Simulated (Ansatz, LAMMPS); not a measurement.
# Glassy 71SiO2-7B2O3-11Na2O-11K2O (mol %) (88 atoms) under strain: runs compared

Aim: relax glassy 71SiO2-7B2O3-11Na2O-11K2O (mol %) (88 atoms), then change its volume and shape to read moduli from the stress.

Computed with Ansatz 0.2.0: Kohn-Sham DFT, PBE, PAW (set soft_2), plane waves.

**1. The cell as built**

The cell holds 88 atoms: 20 Si, 4 B, 6 Na, 6 K and 52 O. Cell: a = 10.884 Å, b = 10.884 Å, c = 10.884 Å, α = 90.0°, β = 90.0°, γ = 90.0°. 88 atoms (20 Si, 4 B, 6 Na, 6 K, 52 O) placed at random at 2.33 g/cm³, melted at 3000 K for 20 ps at fixed volume with the Buckingham and Coulomb pair potential of Guillot and Sator (Geochim. Cosmochim. Acta 71, 1249 (2007)) with the boron terms of Wang et al. (J. Non-Cryst. Solids 498, 294 (2018)). Quenched from 3000 K to 300 K at 20 K/ps and fixed volume, held 10 ps at zero pressure.

What the set-up can't give: The quench rate of 20 K/ps is many orders above laboratory rates, so the cell is likely richer in defects and strain than a real sample. The network of bonds at the start is that of the classical potential that made the cell, and needn't be the one that DFT or experiment would give. Only the Γ point is sampled.

**2. The reference run**

The reference is a single point at the end of the relaxation.

Every strained cell starts from the geometry of this run, and its atoms are relaxed with the cell held.

Its input, with most atom lines left out:

```yaml
crystal:
  lattice:
    - [11.04798, 0.2052, -0.14944]
    - [0.2052, 10.73407, -0.30973]
    - [-0.14944, -0.30973, 10.62134]
  atoms:
    - { symbol: Si, position: [0.50814, 0.96047, 0.01784] }
    - { symbol: Si, position: [0.12347, 0.09516, 0.18031] }
    - { symbol: Si, position: [0.14644, 0.87453, 0.52391] }
    - { symbol: Si, position: [0.25141, 0.47183, 0.17402] }
    - { symbol: Si, position: [0.75484, 0.73154, 0.21371] }
    - { symbol: Si, position: [0.62379, 0.70809, 0.95255] }
    - { symbol: Si, position: [0.87101, 0.99856, 0.24886] }
    [... atom lines 8 to 88 left out ...]
kpoints:
  mp_grid: { grid: [1, 1, 1] }
hamiltonian:
  xc: pbe
scf:
  occupations: { method: fermi_dirac, width: 0.025 }
output:
  forces: true
  stress: true
  populations: true
  dos:
    method: { smearing: { sigma: 0.1 } }
    de: 0.1
    projected: { site_lists: { B: [B], K: [K], Na: [Na], O: [O], Si: [Si] } }
  eigenvalues: true
  write_density: true
  write_potential: true
  volumetric_format: npy
```

| Quantity | Value |
| --- | --- |
| free energy per atom | -694.1303 eV/atom |
| r.m.s. force component | 0.01389 eV/Å |
| pressure | 0.002587 GPa |

Filled and empty levels are parted by 2.79 eV (at Γ alone); a semilocal functional tends to put such gaps too low. In a disordered cell it changes from sample to sample, and tail or defect levels can set it.

**3. The runs**

Each row is one run, on 4 threads of Intel Xeon Platinum 8488C (Sapphire Rapids), shared host. The free energy is the program's total, comparable only between runs with the same functional, potentials and atoms.

```
                                 run  atoms    outcome  ionic steps, all passes  free energy (eV)     time  host memory (GiB)
           Single point at the start     88  converged                        -        -61070.909    6.6 s                1.6
              Cell and atoms relaxed     88  converged                       48        -61083.468  4.9 min                1.7
Single point at the relaxed geometry     88  converged                        -        -61083.468     10 s                1.6
                         Volume -3 %     88  converged                       14        -61083.389  1.7 min                1.6
                         Volume +3 %     88  converged                        6        -61083.342     41 s                1.7
                         Volume -6 %     88  converged                       13        -61083.042     87 s                1.6
                         Volume +6 %     88  converged                       11        -61082.993     90 s                1.7
                        Volume -10 %     88  converged                       31        -61082.878  3.3 min                1.5
            Stretched by 1 % along x     88  converged                       10        -61083.459     66 s                1.6
           Compressed by 1 % along x     88  converged                        5        -61083.435     32 s                1.6
                Sheared by 2 % in xy     88  converged                        4        -61083.417     27 s                1.6
```

In some runs the program notes that the SCF threshold is loose for the stress.

**4. Pressure against volume**

Atoms are relaxed at each volume, in the scaled cell.

```
volume change (%)  volume (Å³/atom)  energy change (meV/atom)  pressure (GPa)  largest move on relaxing (Å)  bonds  gap (eV)
              -10            12.864                      6.70            3.86                          1.04      -                4.06
               -6            13.436                      4.84            2.16                          1.02      -                2.86
               -3            13.865                      0.90            0.82                          0.85      -                2.74
               +0            14.294                      0.00            0.00                             -      -                2.79
               +3            14.723                      1.44           -1.10                          0.15      -                2.72
               +6            15.151                      5.40           -1.91                          0.55      -                2.65
```

**5. Uniaxial strain and shear**

Stress (GPa, compression positive) less that of the relaxed cell, atoms relaxed:

```
                   strain      xx      yy      zz      xy  energy change (meV/atom)
 stretched by 1 % along x  -0.558  -0.275  -0.239  -0.018                      0.10
compressed by 1 % along x   0.822   0.202   0.167  -0.009                      0.37
     sheared by 2 % in xy   0.042  -0.017  -0.042  -0.611                      0.57
```

**6. Findings**

The bulk modulus, from the slope of pressure against ln V over the three points nearest the relaxed volume, is 32.0 GPa; between neighbouring points the slope runs 39, 42, 27, 37 and 28 GPa from the smallest volume up, without a steady fall, so no pressure derivative is given. At -10 %, -6 %, -3 % and +6 % some atom moved by over 0.5 Å on relaxing, so those points may sit in another local minimum. The gap goes from 4.06 eV at the smallest volume to 2.65 eV at the largest, not monotonically (lowest 2.65, highest 4.06 eV), on the run's k-points. Stretch and compression disagree (xx stress changes of -0.56 and 0.82 GPa), so C11 is only a mean of unlike responses. In the Cartesian axes of the cell, finite differences give C11 = 69.0, C12 = 23.8, C13 = 20.3 and C66 = 30.5 GPa (the shear of 2 % is the engineering strain, εxy = 0.01).

**Limits.** Strains are finite and relaxations stop at the force tolerance of the input, which can leave moduli too stiff; they are those of a static cell at zero temperature. Volumes are changed with the cell's shape held, so in an anisotropic solid the modulus lies over the one under free hydrostatic load. The program notes that the SCF threshold of the relaxations is loose for the stress.

The DFT runs together took 16 min of wall time.

[Logs are printed without paths, hosts, clocks, repeated set-up lines and the standing remarks that a program may print on its own settings, such as how far it seeks lower states.]

[Hosts, paths, dates, database ids (printed as entryN), source tags and the programs' standing remarks are cut or masked in the printed files.]
